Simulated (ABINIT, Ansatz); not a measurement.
# A GW chain in ABINIT: BaSrSn2O6 (P4/mmm), part 3 of 3

Aim: the G0W0 gap of BaSrSn2O6 (P4/mmm) on LDA, step by step.

ABINIT 10.8.3; LDA and many-body steps on it, plane waves. Known limits of the many-body steps: not at the basis limit; no spin-orbit coupling; coarse k mesh.

So far. Step 3 (Bands along the symmetry lines): The gap is 0.507 eV, as in the run before at this level. Step 4 (Empty states on the mesh, 2×2×1 mesh, 309 bands): On this mesh the gap is 0.507 eV.

## (5) Screening, 2×2×1 mesh, 281 bands, screening to 176.9 eV

The RPA dielectric matrix is built and inverted for each q.

This step: RPA screening on LDA, plane waves, norm-conserving pseudopotentials.

run.abi reads:

```
acell 3*1.0 Angstrom
rprim 
  4.146422000000 0.000000000000 0.000000000000
  0.000000000000 4.146422000000 0.000000000000
  0.000000000000 0.000000000000 8.294893000000
ntypat 4
znucl 56 38 50 8
natom 10
typat 1 2 3 3 4 4 4 4 4 4
xred 
  0.500000000000 0.500000000000 0.000000000000
  0.500000000000 0.500000000000 0.500000000000
  0.000000000000 0.000000000000 0.747206000000
  0.000000000000 0.000000000000 0.252794000000
  0.000000000000 0.000000000000 0.000000000000
  0.000000000000 0.000000000000 0.500000000000
  0.000000000000 0.500000000000 0.256664000000
  0.000000000000 0.500000000000 0.743336000000
  0.500000000000 0.000000000000 0.743336000000
  0.500000000000 0.000000000000 0.256664000000
pp_dirpath "pseudos"
pseudos "Ba.upf, Sr.upf, Sn.upf, O.upf"
ecut 42
ngkpt 2 2 1
nshiftk 1
shiftk 0 0 0
kptopt 1
chksymbreak 0
istwfk *1
occopt 1
irdwfk 1
optdriver 3
nband 281
ecuteps 6.5
inclvkb 2
awtr 1
symchi 1
indata_prefix "in"
outdata_prefix "out"
tmpdata_prefix "tmp"
```

The run is started by

```bash
OMP_NUM_THREADS=1 mpirun -n 4 abinit run.abi > log
```

Numbers of over 12 decimals in the logs are rounded to 6 here.

The log of the run:

```text
.Version 10.8.3 of ABINIT. v10.8.2 released Aug 2026.

 Symmetries : space group P4/m m m (#123); Bravais tP (primitive tetrag.)
[... echo of the input left out ...]
== DATASET  1 ==================================================================
-   mpi_nproc: 4, omp_nthreads: 1 (-1 if OMP is not activated)

--- !DatasetInfo
iteration_state: {dtset: 1, }
dimensions: {natom: 10, nkpt: 3, mband: 281, nsppol: 1, nspinor: 1, nspden: 1, mpw: 12558, }
cutoff_energies: {ecut:  42.0, pawecutdg:  -1.0, }
electrons: {nelect:   1.00000000E+02, charge:   0.00000000E+00, occopt:   1.00000000E+00, tsmear:   1.00000000E-02, }

 SCREENING: Calculation of the susceptibility and dielectric matrices

 Based on a program developped by R.W. Godby, V. Olevano, G. Onida, and L. Reining.
 Incorporated in ABINIT by V. Olevano, G.-M. Rignanese, and M. Torrent.
.Using double precision arithmetic ; gwpc =  8

[... cell and pseudopotentials left out ...]
--------------------------------------------------------------------------------

 ==== K-mesh for the wavefunctions ====
 Number of points in the irreducible wedge :     3
[... list of points left out ...]
 Together with 16 symmetry operations and time-reversal symmetry
 yields     4 points in the full Brillouin Zone.

 ==== Q-mesh for the screening function ====
 Number of points in the irreducible wedge :     3
[... list of points left out ...]
 Together with 16 symmetry operations and time-reversal symmetry
 yields     4 points in the full Brillouin Zone.

 setmesh: FFT mesh size selected  =    32x   32x   64
          total number of points  =        65536

 vcoul_init : cutoff-mode = AUXILIARY_FUNCTION
 q-points for optical limit:   1
     1)      0.000010    0.000020    0.000030

- screening: taking advantage of time-reversal symmetry
- Maximum band index for partially occupied states nbvw = 50
- Remaining bands to be divided among processors   nbcw = 231
- Number of bands treated by each node ~57

 Number of electrons calculated from density =  100.0000; Expected =  100.0000
 average of density, n =  0.103907
 r_s =    1.3195
 omega_plasma =   31.0941 [eV]

 calculating chi0 at frequencies [eV] :
  1    0.000000E+00    0.000000E+00
  2    0.000000E+00    3.109413E+01

--------------------------------------------------------------------------------
  q-point number  1        q = ( 0.000000, 0.000000, 0.000000) [r.l.u.]
--------------------------------------------------------------------------------
[... chi0 elements left out ...]
 For q-point:  0.000010 0.000020 0.000030
  dielectric constant =  17.9453
  dielectric constant without local fields =  19.5451

  Average fulfillment of the sum rule on Im[epsilon] for q-point    1 :     64.45  [%]
[... wings left out ...]
  q-point number  2        q = ( 0.500000, 0.000000, 0.000000) [r.l.u.]
--------------------------------------------------------------------------------
[... chi0 elements left out ...]
  Average fulfillment of the sum rule on Im[epsilon] for q-point    2 :     66.24  [%]

 [... 1 further q-points ...]
```

Wall time 2.6 min (4 MPI ranks of Arm Neoverse V2, shared host); peak memory 2.5 GiB.

This step gave:

```
ε∞ with local fields, on this mesh, along the program's q direction : 17.95
the same without local fields                                       : 19.55
plasma frequency                                                    : 31.09 eV
plane waves in the screening matrix                                 : 757
```

Local fields lower ε∞ by 8 %. On a Γ-centred mesh this coarse the value itself is usually too large, while a short band sum pulls it down.

## (6) Self-energy, 2×2×1 mesh, 281 bands, screening to 176.9 eV

The self-energy is evaluated for the states that the input lists, and the levels follow from it, in one-shot runs by the linearised quasiparticle equation.

This step: G0W0 on LDA, plane waves, norm-conserving pseudopotentials.

Edit run.abi of step 5 so:

```diff
@@ -31,8 +31,17 @@
 irdwfk 1
-optdriver 3
+optdriver 4
 nband 281
+gwcalctyp 0
+ecutsigx 42
+symsigma 1
+nkptgw 2
+kptgw 
+  0.5000000000 0.5000000000 0.0000000000
+  0.0000000000 0.0000000000 0.0000000000
+bdgw 
+  49 53
+  49 52
 ecuteps 6.5
-inclvkb 2
-awtr 1
-symchi 1
+irdscr 1
+ppmodel 1
 indata_prefix "in"
```

The log of the run:

```text
.Version 10.8.3 of ABINIT. v10.8.2 released Aug 2026.

 Symmetries : space group P4/m m m (#123); Bravais tP (primitive tetrag.)
[... echo of the input left out ...]
== DATASET  1 ==================================================================
-   mpi_nproc: 4, omp_nthreads: 1 (-1 if OMP is not activated)

--- !DatasetInfo
iteration_state: {dtset: 1, }
dimensions: {natom: 10, nkpt: 3, mband: 281, nsppol: 1, nspinor: 1, nspden: 1, mpw: 12558, }
cutoff_energies: {ecut:  42.0, pawecutdg:  -1.0, }
electrons: {nelect:   1.00000000E+02, charge:   0.00000000E+00, occopt:   1.00000000E+00, tsmear:   1.00000000E-02, }

 SIGMA: Calculation of the GW corrections

 Based on a program developped by R.W. Godby, V. Olevano, G. Onida, and L. Reining.
 Incorporated in ABINIT by V. Olevano, G.-M. Rignanese, and M. Torrent.
.Using double precision arithmetic ; gwpc =  8

[... cell and pseudopotentials left out ...]
--------------------------------------------------------------------------------

 ==== K-mesh for the wavefunctions ====
 Number of points in the irreducible wedge :     3
[... list of points left out ...]
 Together with 16 symmetry operations and time-reversal symmetry
 yields     4 points in the full Brillouin Zone.

 ==== Q-mesh for screening function ====
 Number of points in the irreducible wedge :     3
[... list of points left out ...]
 Together with 16 symmetry operations and time-reversal symmetry
 yields     4 points in the full Brillouin Zone.

 vcoul_init : cutoff-mode = AUXILIARY_FUNCTION
 q-points for optical limit:   1
     1)      0.000010    0.000020    0.000030
 setmesh: FFT mesh size selected  =    45x   45x   96
          total number of points  =       194400

 Number of electrons calculated from density =  100.0000; Expected =  100.0000
 average of density, n =  0.103907
 r_s =    1.3195
 omega_plasma =   31.0941 [eV]

 === KS Band Gaps ===
  >>>> For spin  1
   Minimum direct gap =   1.1739 [eV], located at k-point      :   0.0000  0.0000  0.0000
   Fundamental gap    =   0.5069 [eV], Top of valence bands at :   0.5000  0.5000  0.0000
                                       Bottom of conduction at :   0.0000  0.0000  0.0000
 SIGMA fundamental parameters:
 PLASMON POLE MODEL  1
 number of plane-waves for SigmaX                12537
 number of plane-waves for SigmaC and W            757
 number of plane-waves for wavefunctions         12537
 number of bands                                   281
 number of independent spin polarizations            1
 number of spinorial components                      1
 number of k-points in IBZ                           3
 number of q-points in IBZ                           3
 number of symmetry operations                      16
 number of k-points in BZ                            4
 number of q-points in BZ                            4
 number of frequencies for dSigma/dE                 9
 frequency step for dSigma/dE [eV]                0.25
 number of omega for Sigma on real axis              0
 max omega for Sigma on real axis  [eV]           0.00
 zcut for avoiding poles [eV]                     0.10

 EPSILON^-1 parameters (SCR file):
 dimension of the eps^-1 matrix on file            757
 dimension of the eps^-1 matrix used               757
 number of plane-waves for wavefunctions         12537
 number of bands                                   281
 number of q-points in IBZ                           3
 number of frequencies                               2
 number of real frequencies                          1
 number of imag frequencies                          1

 matrix elements of self-energy operator (all in [eV])

 Perturbative Calculation

--- !SelfEnergy_ee
iteration_state: {dtset: 1, }
kpoint     : [   0.500,    0.500,    0.000, ]
spin       : 1
KS_gap     :    5.039
QP_gap     :    6.173
Delta_QP_KS:    1.135
data: !SigmaeeData |
     Band     E0 <VxcDFT>   SigX SigC(E0)      Z dSigC/dE  Sig(E)    E-E0       E
       49   6.197 -19.670 -25.394   5.457   0.765  -0.307 -19.875  -0.205   5.992
       50   6.197 -19.670 -25.394   5.457   0.765  -0.307 -19.875  -0.205   5.992
       51  11.236 -12.885  -7.392  -4.362   0.823  -0.216 -11.955   0.930  12.165
       52  11.299 -12.538  -7.028  -4.394   0.825  -0.213 -11.617   0.920  12.219
       53  11.299 -12.538  -7.028  -4.394   0.825  -0.213 -11.617   0.920  12.219

--- !SelfEnergy_ee
iteration_state: {dtset: 1, }
kpoint     : [   0.000,    0.000,    0.000, ]
spin       : 1
KS_gap     :    1.174
QP_gap     :    2.511
Delta_QP_KS:    1.337
data: !SigmaeeData |
     Band     E0 <VxcDFT>   SigX SigC(E0)      Z dSigC/dE  Sig(E)    E-E0       E
       49   5.530 -19.260 -24.768   5.227   0.767  -0.303 -19.476  -0.216   5.313
       50   5.530 -19.260 -24.768   5.227   0.767  -0.303 -19.476  -0.216   5.313
       51   6.704 -17.056 -12.135  -3.541   0.812  -0.231 -15.936   1.120   7.824
       52  10.715 -19.486 -14.199  -3.575   0.792  -0.263 -18.130   1.355  12.070

== END DATASET(S) ==============================================================
================================================================================

 -outvars: echo values of variables after computation  --------
           etotal      0.0000000000E+00
            nband         281
             nkpt           3
          spgroup         123
 [... the other variables as echoed above ...]

 Calculation completed.
```

Run time: 49 s. Hardware: 4 MPI ranks; peak memory 1.9 GiB; 3.2 min of CPU time.

Numbers from this step:

```
G0W0 gap on the points computed              : 1.832 eV
starting gap on the mesh                     : 0.5069 eV
k of the valence top                         : 0.5, 0.5, 0
k of the conduction bottom                   : 0, 0, 0
Z at the valence top                         : 0.765
Z at the conduction bottom                   : 0.812
least direct G0W0 gap on the computed points : 2.511 eV
```

The gap on the mesh goes from 0.51 eV to 1.83 eV, a correction of +1.33 eV.

Limits: finite bands, cutoff and mesh; no spin-orbit coupling; coarse k mesh. v1 is the top filled band, c1 the lowest empty one. The levels before and after the correction (eV, zero at the valence-band top of each column):

|  | conduction bottom | valence top |
| --- | --- | --- |
| Kohn-Sham | 0.51 | 0.00 |
| G0W0 | 1.83 | 0.00 |

|  | level | energy (eV) |
| --- | --- | --- |
| Kohn-Sham | (0.5 0.5 0) v2-v1 | 0.000 |
| Kohn-Sham | (0.5 0.5 0) c1 | 5.039 |
| Kohn-Sham | (0.5 0.5 0) c2-c3 | 5.102 |
| Kohn-Sham | Γ v2-v1 | -0.667 |
| Kohn-Sham | Γ c1 | 0.507 |
| Kohn-Sham | Γ c2 | 4.518 |
| G0W0 | (0.5 0.5 0) v2-v1 | 0.000 |
| G0W0 | (0.5 0.5 0) c1 | 6.173 |
| G0W0 | (0.5 0.5 0) c2-c3 | 6.227 |
| G0W0 | Γ v2-v1 | -0.679 |
| G0W0 | Γ c1 | 1.832 |
| G0W0 | Γ c2 | 6.078 |

## (7) Where the time went

Times are wall times on 4 MPI ranks of Arm Neoverse V2, shared host, good to a factor of about two.

| step | time | share | memory (GiB) |
| --- | --- | --- | --- |
| ground state | 5.8 min | 36 % | 0.8 |
| bands along the symmetry lines | 3.8 min | 23 % | 0.8 |
| empty states on the mesh | 3.2 min | 20 % | 0.57 |
| screening | 2.6 min | 16 % | 2.5 |
| self-energy | 49 s | 5 % | 1.9 |

## (8) Outcome

```yaml
lda_gap: 0.51 eV, indirect
g0w0_gap_on_the_mesh: 1.83 eV
gw_settings: 2×2×1 mesh, 281 bands, screening to 176.9 eV, Godby-Needs plasmon pole
known_limits: not at the basis limit; no spin-orbit coupling; coarse k mesh
```

What this shows: G0W0 moves the gap on the mesh from 0.51 eV to 1.83 eV (+1.33 eV), with Z of 0.77 and 0.81 at the edges. Local fields lower the RPA ε∞ on this mesh from 19.55 to 17.95; a Γ-centred mesh this coarse tends to raise both, most where the direct gap is narrow, while a short band sum lowers them. Only 2 of the mesh's irreducible points were corrected, so a valley elsewhere could overtake. The dearest step here is «ground state». Bands and cutoff are finite, so the gap is not at the basis limit. The miss can reach some tenths of an eV and take either sign; the mesh is an error of its own. In the G0W0 run levels were corrected at 2 k points alone, so a gap called «on the mesh» is the least over those, and an edge elsewhere would be missed. The 2×2×1 mesh is coarse for this cell, which bears on the long-range parts of exchange and screening. The many-body steps are scalar-relativistic: spin-orbit coupling is not in them.

[Paths, hosts, dates, memory and timing lines, banners, echoed tables and standing remarks are left out of the program output.]

[Logs are printed without paths, hosts, clocks, repeated set-up lines and the standing remarks that a program may print on its own settings, such as how far it seeks lower states.]

[Runs of the session that timed out or met a known fault of the program may be left out.]

[Hosts, paths, dates, database ids (printed as entryN), source tags and the programs' standing remarks are cut or masked in the printed files.]

[G0W0 gaps are taken among the corrected bands and points alone; a level outside them can change the order at an edge.]

[Where Ansatz stands beside ABINIT at settings called matched, ABINIT's density can come from a denser mesh and the files from another edition; pairs whose starting gaps differed by over 0.03 eV were left out, so agreement reads better than it is.]
